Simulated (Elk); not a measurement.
# Cr: magnetism against volume

Wanted: the trend of the moments of Cr with volume.

Method: PBE; all-electron APW+lo, Dirac cores, scalar-relativistic bands, in Elk 11.2.3 (patched build).

### Step 1. Set-up

It takes space group Im-3m (No. 229, cubic). Conventional cell: a = 2.969 Å, b = 2.969 Å, c = 2.969 Å, α = 90.00°, β = 90.00°, γ = 90.00°. Nearest to Cr lie 8 Cr at 2.57 Å.

The cell comes from a database of computed structures and need not be the stable phase.

### Step 2. Factor 0.94, start ferro ++

The series opens at one end, with each start in turn.

All lengths scale alike; the factor is that of the volume. Atoms keep their fractional places. The sphere radii are fixed at values that fit the tightest cell, so that all points share one basis rule.

Moments are seeded by fields in the spheres (the last three columns under atoms), set against the wanted direction and reduced each loop.

elk.in

```
! muffin-tin radii typed in the species files (bohr): Cr 2.3448
tasks
  0

xctype
  20

rgkmax
  7.0

nempty
  12

swidth
  0.003

reducebf
  0.5

epsengy
  1e-05

maxscl
  100

lmaxi
  2

spinpol
  .true.

sppath
  './'

avec
  5.49587644084 0.00000000000 0.00000000000
  0.00000000000 5.49587644084 0.00000000000
  0.00000000000 0.00000000000 5.49587644084

atoms
  1
  'Cr.in'
  2
  0.0000000000 0.0000000000 0.0000000000   0.000000 0.000000 -0.125000
  0.5000000000 0.5000000000 0.5000000000   0.000000 0.000000 -0.125000

ngridk
  8 8 8
```

On the command line:

```sh
$ OMP_NUM_THREADS=2 elk
```

Numbers of over 12 decimals in the logs are rounded to 6 here.

What it wrote:

```text
Info(gndstate): no moment of its own; a second start begins; STATE.OUT holds the state before
Info(gndstate): the second start gave no lower state; one of another order, or behind a
 stronger field, isn't excluded

--- INFO.OUT ---
┌─────────────────────────┐
│ Elk code version 11.2.3 │
└─────────────────────────┘

All units are atomic (Hartree, Bohr, etc.)

┌─────────────────────────────────────────────────┐
│ Ground-state run starting from atomic densities │
└─────────────────────────────────────────────────┘

Lattice vectors :
   5.495876441       0.000000000       0.000000000
   0.000000000       5.495876441       0.000000000
   0.000000000       0.000000000       5.495876441

Species : 1 (Cr)
 parameters loaded from : Cr.in
 name : chromium
 nuclear charge    :   -24.00000000
 electronic charge :    24.00000000
 atomic mass :    94783.09202
 muffin-tin radius :    2.344800000
 number of radial points in muffin-tin :    993
 inner part over the whole radius :   0.9926011332E-02
 number on inner part of muffin-tin    :    699
 approximate nuclear radius :   0.6987106690E-04
 number of mesh points to nuclear radius :    329
 atomic positions (lattice), magnetic fields (Cartesian) :
  1 :   0.00000000  0.00000000  0.00000000    0.00000000  0.00000000 -0.12500000
  2 :   0.50000000  0.50000000  0.50000000    0.00000000  0.00000000 -0.12500000

Total number of atoms per unit cell :    2
Total muffin-tin volume :    108.0030503
 ratio of muffin-tin to unit cell volume :   0.6506166009

Spin treatment :
 spin-polarised
 global magnetic field (Cartesian) :    0.000000000       0.000000000       0.000000000
 collinear magnetisation in z-direction

Number of Bravais lattice symmetries :   48
Number of crystal symmetries         :   96
Crystal has inversion symmetry
Real symmetric eigensolver will be used

k-point grid :      8     8     8
k-point offset :    0.000000000       0.000000000       0.000000000
k-point set is reduced with full crystal symmetry group
Total number of k-points :       35

Muffin-tin radius times maximum |G+k| :    7.000000000
 using average radius
Maximum |G+k| for APW functions       :    2.985329239
Maximum (1/2)|G+k|²                   :    4.456095333
Maximum |G| for potential and density :    12.00000000
Constant for pseudocharge density :    7
 order of it for each species :   14
 order of it for pair densities of each species (exact exchange by exxq0 0: 14) :   10
Radial integration step length :    1

G-vector grid sizes :     21    21    21
Number of G-vectors :     4945

Maximum angular momentum used for
 APW functions            :    8
 outer part of muffin-tin :    6
 inner part of muffin-tin :    2

Number of empty states         :     24
Total number of valence states :     78
Total number of core states    :     20

Third-order local-orbitals added for an l without core states : T
Total number of local-orbitals :     46

Exchange-correlation functional :     20     0     0
 Perdew-Burke-Ernzerhof, Phys. Rev. Lett. 77, 3865 (1996)
 gradient requirement :    1
 generalised gradient approximation (GGA)

Smearing type :    3
 Fermi-Dirac
Smearing width :   0.3000000000E-02
Effective electronic temperature (K) :    947.3250744

Mixing type :    3
 Broyden mixing, J. Phys. A: Math. Gen. 17, L317 (1984)

Kohn-Sham potential initialised from atomic data

┌──────────────────────────────┐
│ Self-consistent loop started │
└──────────────────────────────┘

┌─────────────────┐
│ Loop number : 1 │
└─────────────────┘

Energies :
 Fermi                       :     0.316098
 sum of occupied eigenvalues :     -1221.3124564231
 electron kinetic            :      2114.8039636872
 core electron kinetic       :      1925.9941573609
 Coulomb                     :     -4120.1581110530
 Coulomb potential           :     -3226.2366092305
 nuclear-nuclear             :     -381.41295382264
 electron-nuclear            :     -4266.4550292003
 Hartree                     :      527.70987196987
 Madelung                    :     -2507.0398064378
 xc potential                :     -109.82533266359
 xc effective B-field        :    -0.16368004216083E-01
 external B-field            :      0.000000
 exchange                    :     -94.357847802702
 correlation                 :     -2.192508
 electron entropic           :    -0.17968183129310E-02
 total energy                :     -2101.9063001544
 (external B-field energy excluded from total)

Density of states at Fermi energy :    61.16462966
 (states/Hartree/unit cell)

Estimated indirect band gap :   0.1604398717E-02
 from k-point 7 to k-point 17
Estimated direct band gap   :   0.1654496648E-02
 at k-point 7

Charges :
 core                        :    20.00000000
 valence                     :    28.00000000
 interstitial                :    2.997801836
 muffin-tins (core leakage)
  species : 1 (Cr)
   atom 1                    :    22.50109908     ( -0.2221346929E-06)
   atom 2                    :    22.50109908     ( -0.2221346929E-06)
 total in muffin-tins        :    45.00219816
 total calculated charge     :    47.99980323
 total charge                :    48.00000000
 error                       :   0.1967746536E-03

Moments :
 interstitial                :  -0.5218901327E-01
 muffin-tins
  species : 1 (Cr)
   atom 1                    :   0.6086899978
   atom 2                    :   0.6086899978
 total in muffin-tins        :    1.217379996
 total moment                :    1.165190982

[... earlier loops left out ...]

┌──────────────────┐
│ Loop number : 38 │
└──────────────────┘

Energies :
 Fermi                       :     0.359333
 sum of occupied eigenvalues :     -1221.7819831757
 electron kinetic            :      2125.6989699121
 core electron kinetic       :      1925.4958409767
 Coulomb                     :     -4129.9325787461
 Coulomb potential           :     -3220.9859657388
 nuclear-nuclear             :     -381.41295382264
 electron-nuclear            :     -4291.5471774707
 Hartree                     :      543.02755254729
 Madelung                    :     -2519.4395958767
 xc potential                :     -126.49498734903
 xc effective B-field        :    -0.52383100828098E-13
 external B-field            :      0.000000
 exchange                    :     -95.351473449605
 correlation                 :     -2.186109
 electron entropic           :    -0.12216049702918E-02
 total energy                :     -2101.7724129243
 (external B-field energy excluded from total)

Density of states at Fermi energy :    40.93609896
 (states/Hartree/unit cell)

Estimated indirect band gap :   0.1886612124E-02
 from k-point 9 to k-point 8
Estimated direct band gap   :   0.1444023191E-01
 at k-point 8

Charges :
 core                        :    20.00000000
 valence                     :    28.00000000
 interstitial                :    2.411581957
 muffin-tins (core leakage)
  species : 1 (Cr)
   atom 1                    :    22.79420902     ( -0.2221375404E-06)
   atom 2                    :    22.79420902     ( -0.2221375404E-06)
 total in muffin-tins        :    45.58841804
 total calculated charge     :    47.99979521
 total charge                :    48.00000000
 error                       :   0.2047924728E-03

Moments :
 interstitial                :   0.6327956938E-06
 muffin-tins
  species : 1 (Cr)
   atom 1                    :  -0.4662823653E-06
   atom 2                    :  -0.4662823653E-06
 total in muffin-tins        :  -0.9325647305E-06
 total moment                :  -0.2997690367E-06

┌──────────────────────────────┐
│ Self-consistent loop stopped │
└──────────────────────────────┘

Wrote STATE.OUT
```

Wall time 1.7 min (2 threads of Arm Neoverse V1, shared host); peak memory 0.12 GiB; 3.4 min of CPU time.

The moments died away, and this build then starts once more from a stronger push, within the same count of loops. That gave no lower state.

Numbers from this step:

* final state: non-magnetic

After 38 cycles the seed has died away: no moment is left.

### Step 3. Factor 0.94, start antiferro +-

Edit elk.in of step 2 so:

```diff
@@ -44,3 +44,3 @@
   0.0000000000 0.0000000000 0.0000000000   0.000000 0.000000 -0.125000
-  0.5000000000 0.5000000000 0.5000000000   0.000000 0.000000 -0.125000
+  0.5000000000 0.5000000000 0.5000000000   0.000000 0.000000 0.125000
```

On the command line:

```sh
$ OMP_NUM_THREADS=2 elk
```

What it wrote:

```text
┌─────────────────────────┐
│ Elk code version 11.2.3 │
└─────────────────────────┘

All units are atomic (Hartree, Bohr, etc.)

┌─────────────────────────────────────────────────┐
│ Ground-state run starting from atomic densities │
└─────────────────────────────────────────────────┘

Lattice vectors :
   5.495876441       0.000000000       0.000000000
   0.000000000       5.495876441       0.000000000
   0.000000000       0.000000000       5.495876441

Species : 1 (Cr)
 muffin-tin radius :    2.344800000
[...]
atom 2                    :    22.80223060     ( -0.2221372029E-06)
 total in muffin-tins        :    45.60446119
 total calculated charge     :    47.99976731
 total charge                :    48.00000000
 error                       :   0.2326906689E-03

Moments :
 interstitial                :  -0.2870569152E-16
 muffin-tins
  species : 1 (Cr)
   atom 1                    :    1.334714073
   atom 2                    :   -1.334714073
 total in muffin-tins        :  -0.2220446049E-15
 total moment                :  -0.2507502964E-15

┌──────────────────────────────┐
│ Self-consistent loop stopped │
└──────────────────────────────┘

Wrote STATE.OUT

[key lines of the parts left out:]
total energy                :     -2101.7745568383
```

It took 55 s on 2 threads; peak memory 0.12 GiB; 1.8 min of CPU time.

Spin moment in the muffin-tin sphere by atom:

```csv
atom,spin moment in the muffin-tin sphere (μB)
Cr1,1.33
Cr2,-1.33
```

This step gave:

| Item | Value |
| --- | --- |
| density of states at the Fermi level | 0.7136 states/eV/cell |
| moment between the spheres | 0 μB |
| magnetization | 0 μB |
| final state | antiferromagnetic |

It lies 29.2 meV a seeded atom under the parallel start, and its largest moment is 1.33 μB against 4.7e-7 μB.

### Step 4. Factor 0.94, start no spin polarisation

Edit elk.in of step 3 so:

```diff
@@ -16,5 +16,2 @@
 
-reducebf
-  0.5
-
 epsengy
@@ -27,5 +24,2 @@
   2
-
-spinpol
-  .true.
 
@@ -43,4 +37,4 @@
   2
-  0.0000000000 0.0000000000 0.0000000000   0.000000 0.000000 -0.125000
-  0.5000000000 0.5000000000 0.5000000000   0.000000 0.000000 0.125000
+  0.0000000000 0.0000000000 0.0000000000   0.000000 0.000000 0.000000
+  0.5000000000 0.5000000000 0.5000000000   0.000000 0.000000 0.000000
```

On the command line:

```sh
$ OMP_NUM_THREADS=2 elk
```

What it wrote:

```text
┌─────────────────────────┐
│ Elk code version 11.2.3 │
└─────────────────────────┘

All units are atomic (Hartree, Bohr, etc.)

┌─────────────────────────────────────────────────┐
│ Ground-state run starting from atomic densities │
└─────────────────────────────────────────────────┘

Lattice vectors :
   5.495876441       0.000000000       0.000000000
   0.000000000       5.495876441       0.000000000
   0.000000000       0.000000000       5.495876441

Species : 1 (Cr)
 muffin-tin radius :    2.344800000
[...]
at k-point 8

Charges :
 core                        :    20.00000000
 valence                     :    28.00000000
 interstitial                :    2.411581963
 muffin-tins (core leakage)
  species : 1 (Cr)
   atom 1                    :    22.79420902     ( -0.2221373894E-06)
   atom 2                    :    22.79420902     ( -0.2221373894E-06)
 total in muffin-tins        :    45.58841804
 total calculated charge     :    47.99979521
 total charge                :    48.00000000
 error                       :   0.2047924635E-03

┌──────────────────────────────┐
│ Self-consistent loop stopped │
└──────────────────────────────┘

Wrote STATE.OUT

[key lines of the parts left out:]
total energy                :     -2101.7724129221
```

Run time: 8.9 s. Hardware: 2 threads; peak memory 0.06 GiB.

This step gave:

```yaml
density_of_states_at_the_fermi_level: 1.504 states/eV/cell
final_state: non-magnetic (no spin polarisation)
```

It ends in the same state without moments as the parallel start; the 3.0e-5 meV between them is numerical noise.

### Step 5. Factor 1.1, start ferro ++

The other end of the series.

elk.in

```
! muffin-tin radii typed in the species files (bohr): Cr 2.3448
tasks
  0

xctype
  20

rgkmax
  7.0

nempty
  12

swidth
  0.003

reducebf
  0.5

epsengy
  1e-05

maxscl
  100

lmaxi
  2

spinpol
  .true.

sppath
  './'

avec
  5.79151124787 0.00000000000 0.00000000000
  0.00000000000 5.79151124787 0.00000000000
  0.00000000000 0.00000000000 5.79151124787

atoms
  1
  'Cr.in'
  2
  0.0000000000 0.0000000000 0.0000000000   0.000000 0.000000 -0.125000
  0.5000000000 0.5000000000 0.5000000000   0.000000 0.000000 -0.125000

ngridk
  8 8 8
```

On the command line:

```sh
$ OMP_NUM_THREADS=2 elk
```

What it wrote:

```text
Info(gndstate): no moment of its own; a second start begins; STATE.OUT holds the state before
Info(gndstate): the second start gave no lower state; one of another order, or behind a
 stronger field, isn't excluded

--- INFO.OUT ---
┌─────────────────────────┐
│ Elk code version 11.2.3 │
└─────────────────────────┘

All units are atomic (Hartree, Bohr, etc.)

┌─────────────────────────────────────────────────┐
│ Ground-state run starting from atomic densities │
└─────────────────────────────────────────────────┘

Lattice vectors :
[...]
total in muffin-tins        :    45.07127004
 total calculated charge     :    47.99984625
 total charge                :    48.00000000
 error                       :   0.1537458409E-03

Moments :
 interstitial                :   0.2669952949E-05
 muffin-tins
  species : 1 (Cr)
   atom 1                    :  -0.4892220851E-06
   atom 2                    :  -0.4892220851E-06
 total in muffin-tins        :  -0.9784441702E-06
 total moment                :   0.1691508779E-05

┌──────────────────────────────┐
│ Self-consistent loop stopped │
└──────────────────────────────┘

Wrote STATE.OUT

[key lines of the parts left out:]
total energy                :     -2101.7466720918
```

Elapsed: 2.2 min, on 2 threads; peak memory 0.13 GiB; 4.2 min of CPU time.

The moments died away, and this build then starts once more from a stronger push, within the same count of loops. That gave no lower state.

Read from the output:

```yaml
final_state: non-magnetic
```

After 47 cycles the seed has died away: no moment is left.

### Step 6. The series

Largest sphere moment against volume:

```
volume (factor)  ferro ++ (μB)  antiferro +- (μB)
         0.9400         4.7e-7               1.33
         0.9700         3.3e-7               1.54
         1.0000         2.5e-7               1.72
         1.0300         8.7e-8               1.88
         1.0600         2.8e-7               2.04
         1.1000         4.9e-7               2.22
```

Table of energy less that of the parallel start by volume; values in meV a seeded atom:

```csv
volume (factor),antiferro +-,no spin polarisation
0.9400,-29.2,3.0e-5
0.9700,-48.3,-6.1e-4
1.0000,-71.8,-0.00111
1.0300,-99.8,-5.5e-4
1.0600,-131,-5.9e-4
1.1000,-179,-4.4e-4
```

Table of energy over the lowest by volume; values in meV an atom:

| volume (factor) | ferro ++ | antiferro +- | no spin polarisation |
| --- | --- | --- | --- |
| 0.9400 | 29.2 | 0 | 29.2 |
| 0.9700 | 73.1 | 24.7 | 73.1 |
| 1.0000 | 125 | 52.7 | 125 |
| 1.0300 | 190 | 90.5 | 190 |
| 1.0600 | 267 | 135 | 267 |
| 1.1000 | 379 | 201 | 379 |

### Step 7. Outcome

```
moment, parallel start                : 8.7e-8 to 4.9e-7 μB
states met from spin-polarised starts : antiferromagnetic and non-magnetic
```

**Reading.** The parallel start holds no moment at any point. The total energy is lowest at an end of the series, so its minimum is not bracketed. The start antiferro +- goes from -29.2 to -179 meV a seeded atom against the parallel start.

[Logs and program files are shortened in this print: banners, set-up blocks, solver, clock and traceback lines can be left out without a mark of their own.]

[Logs are printed without paths, hosts, clocks, repeated set-up lines and the standing remarks that a program may print on its own settings, such as how far it seeks lower states.]

[Hosts, paths, dates, database ids (printed as entryN), source tags and the programs' standing remarks are cut or masked in the printed files.]

[Where a cell is said to come from a database of computed structures, the database is the Materials Project.]
